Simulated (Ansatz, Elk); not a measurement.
# Tl2FeO4: X-ray structure factors from the self-consistent density, part 2 of 2

Structure refinements treat a crystal as free atoms side by side. For a made-up structure of Tl2FeO4 (cell and positions from a PBEsol relaxation) the runs below show what the calculated density changes in F(hkl).

Elk 11.2.3 (patched build); all-electron DFT.

So far. Step 2 (Ground state and structure factors): The ions are Tl3+, Fe2+ and O2−, by formal charge.

The structure was built from a prototype and need not be the compound's stable phase.

## (5) Another functional

Level of this step: DFT, PBEsol, all-electron APW+lo, Dirac cores, scalar-relativistic bands, static density, ferromagnetic start (Elk).

The difference from free atoms is small, so it is set against the change that PBEsol makes.

File elk.in:

```
tasks
  0
  195
  196

xctype
  22

spinpol
  .true.

rgkmax
  7.0

gmaxvr
  14.0

lmaxo
  7

lmaxapw
  8

swidth
  0.002

tshift
  .false.

ramdisk
  .false.

hmaxvr
  5.5

maxscl
  120

epspot
  1e-06

reducebf
  0.8

sppath
  './'

avec
  -3.65936377886 3.65936377886 11.40930341655
  3.65936377886 -3.65936377886 11.40930341655
  3.65936377886 3.65936377886 -11.40930341655

atoms
  3
  'Tl.in'
  2
  0.3454647411 0.3454647411 0.0000000000   0.000000 0.000000 0.000000
  0.6545352589 0.6545352589 -0.0000000000   0.000000 0.000000 0.000000
  'Fe.in'
  1
  -0.0000000000 -0.0000000000 -0.0000000000   0.000000 0.000000 -0.145000
  'O.in'
  4
  -0.0000000000 0.5000000000 0.5000000000   0.000000 0.000000 0.000000
  0.5000000000 -0.0000000000 0.5000000000   0.000000 0.000000 0.000000
  0.2500000000 0.7500000000 0.5000000000   0.000000 0.000000 0.000000
  0.7500000000 0.2500000000 0.5000000000   0.000000 0.000000 0.000000

ngridk
  7 7 7
```

Command:

```console
$ OMP_NUM_THREADS=4 elk
```

Numbers of over 12 decimals in the logs are rounded to 6 here.

The log of the run:

```text
┌─────────────────────────┐
│ Elk code version 11.2.3 │
└─────────────────────────┘

All units are atomic (Hartree, Bohr, etc.)

┌─────────────────────────────────────────────────┐
│ Ground-state run starting from atomic densities │
└─────────────────────────────────────────────────┘

Lattice vectors :
  -3.659363779       3.659363779       11.40930342
   3.659363779      -3.659363779       11.40930342
   3.659363779       3.659363779      -11.40930342

Reciprocal lattice vectors :
  0.3540931163E-16  0.8585078837      0.2753535899
[...]
Moments :
 interstitial                :   0.1611792247
 muffin-tins
  species : 1 (Tl)
[...]
species : 2 (Fe)
[...]
species : 3 (O)
[...]
atom 3                    :  -0.3265605430E-02
   atom 4                    :  -0.3265605430E-02
 total in muffin-tins        :    3.273551843
 total moment                :    3.434731068

RMS change in Kohn-Sham potential (target) :   0.6890185069E-05 (  0.1000000000E-05)
Absolute change in total energy (target)   :   0.2230397731E-03 (  0.1000000000E-03)

┌──────────────────┐
│ Loop number : 23 │
└──────────────────┘
[key lines of the parts left out:]
total energy                :     -42137.672443584
```

The job ended after 8.9 min (4 threads of AMD EPYC 7B13 (Zen 3), shared host; peak memory 0.67 GiB).

The run was cut off at its time limit.

## (6) A coarser k-mesh

About half the k-points along each axis test the sampling.

Changes to elk.in since step 5:

```diff
@@ -6,3 +6,3 @@
 xctype
-  22
+  20
 
@@ -69,2 +69,2 @@
 ngridk
-  7 7 7
+  4 4 4
```

Command:

```console
$ OMP_NUM_THREADS=4 elk
```

The log of the run:

```text
┌─────────────────────────┐
│ Elk code version 11.2.3 │
└─────────────────────────┘

All units are atomic (Hartree, Bohr, etc.)

┌─────────────────────────────────────────────────┐
│ Ground-state run starting from atomic densities │
└─────────────────────────────────────────────────┘

Lattice vectors :
  -3.659363779       3.659363779       11.40930342
   3.659363779      -3.659363779       11.40930342
   3.659363779       3.659363779      -11.40930342

Reciprocal lattice vectors :
  0.3540931163E-16  0.8585078837      0.2753535899
[...]
total calculated charge     :    219.9983765
 total charge                :    220.0000000
 error                       :   0.1623491779E-02

Moments :
 interstitial                :   0.1553278022
 muffin-tins
  species : 1 (Tl)
[...]
species : 2 (Fe)
[...]
species : 3 (O)
[...]
atom 3                    :  -0.4402255929E-03
   atom 4                    :  -0.4402255929E-03
 total in muffin-tins        :    3.102622951
 total moment                :    3.257950753

┌──────────────────────────────┐
│ Self-consistent loop stopped │
└──────────────────────────────┘

Wrote STATE.OUT
[key lines of the parts left out:]
total energy                :     -42150.783495551
```

Wall time 4.2 min (4 threads); peak memory 0.67 GiB; 14 min of CPU time.

Against the first run R = 0.02 %; the largest change is +0.059 at 0 0 10. The moment goes from 3.47 to 3.26 μB.

## (7) With a Hubbard U

A Hubbard U is put on the d shell, to see how far it moves the factors.

Changes to elk.in since step 6:

```diff
@@ -69,2 +69,6 @@
 ngridk
-  4 4 4
+  7 7 7
+
+dft+u
+  1 1
+  2 2 0.146997 0.000000
```

Command:

```console
$ OMP_NUM_THREADS=4 elk
```

The log of the run:

```text
┌─────────────────────────┐
│ Elk code version 11.2.3 │
└─────────────────────────┘

All units are atomic (Hartree, Bohr, etc.)

┌─────────────────────────────────────────────────┐
│ Ground-state run starting from atomic densities │
└─────────────────────────────────────────────────┘

Lattice vectors :
  -3.659363779       3.659363779       11.40930342
   3.659363779      -3.659363779       11.40930342
   3.659363779       3.659363779      -11.40930342

Reciprocal lattice vectors :
  0.3540931163E-16  0.8585078837      0.2753535899
[...]
Moments :
 interstitial                :   0.1991565277
 muffin-tins
  species : 1 (Tl)
[...]
species : 2 (Fe)
[...]
species : 3 (O)
[...]
atom 3                    :   0.2626568813E-01
   atom 4                    :   0.2626568813E-01
 total in muffin-tins        :    2.659083344
 total moment                :    2.858239872

RMS change in Kohn-Sham potential (target) :    1.537360245     (  0.1000000000E-05)
Absolute change in total energy (target)   :    35.19861417     (  0.1000000000E-03)

┌─────────────────┐
│ Loop number : 7 │
└─────────────────┘
[key lines of the parts left out:]
total energy                :     -42186.206489053
```

Run time: 3.6 min. Hardware: 4 threads; peak memory 0.65 GiB.

The run was cut off at its time limit.

## (8) Settings against the effect

```csv
run,R against the first run (%),"R against neutral atoms, low angle (%)",wall time
"PBE, rgkmax 7",0.00,0.36,13 min
k-mesh 4×4×4,0.02,0.36,4.2 min
```

## (9) Outcome

| Quantity | Value |
| --- | --- |
| R against neutral atoms, sin θ/λ < 0.3 Å⁻¹ | 0.36 % |
| R against neutral atoms, 0.3 to 0.80 Å⁻¹ | 0.15 % |
| R against ions, below 0.3 Å⁻¹ | 0.30 % |

Independent neutral atoms miss the calculated amplitudes by R = 0.36 % below 0.3 Å⁻¹ and 0.15 % from there to 0.80 Å⁻¹; by shells, 0.26 % below 0.15 Å⁻¹ (2 forms), 0.37 % 0.15 to 0.3 (10 forms), 0.14 % 0.3 to 0.45 (22 forms), 0.15 % above 0.45 (115 forms). Bonding, aspherical density and the tables' own atoms all enter these figures, and the runs don't part them. The largest change of an amplitude is -1.18 electrons, at 110. R counts amplitudes alone; phases shift too. Weak lines can change much in proportion: 105 goes from 0.02 to 0.15. Formal ions give R = 0.30 % at low angle, nearer than neutral atoms. The magnetic order is that of the start. No other order was tried here, and an antiferromagnetic one would change or move the magnetic intensity. The window's part falls from 30.0 electrons at the origin to at most 2.60 between 0.45 and 0.80 Å⁻¹, where compact states inside the window still scatter. Below 0.3 Å⁻¹ the changes that finished (k-mesh 4×4×4) move F by R = 0.01 % at most, against the 0.36 % that separates it from free atoms. The magnetic factors move by R = 5.4 % (k-mesh 4×4×4), so they aren't settled to better than that. The basis has no finished test. Spin-orbit coupling is left out, which can matter for elements this heavy. Part of the difference isn't bonding: the tables are fits to free atoms and ions calculated by other methods than this functional. Thermal motion, anomalous dispersion and extinction are left out.

[Logs are printed without paths, hosts, clocks, repeated set-up lines and the standing remarks that a program may print on its own settings, such as how far it seeks lower states.]

[Hosts, paths, dates, database ids (printed as entryN), source tags and the programs' standing remarks are cut or masked in the printed files.]
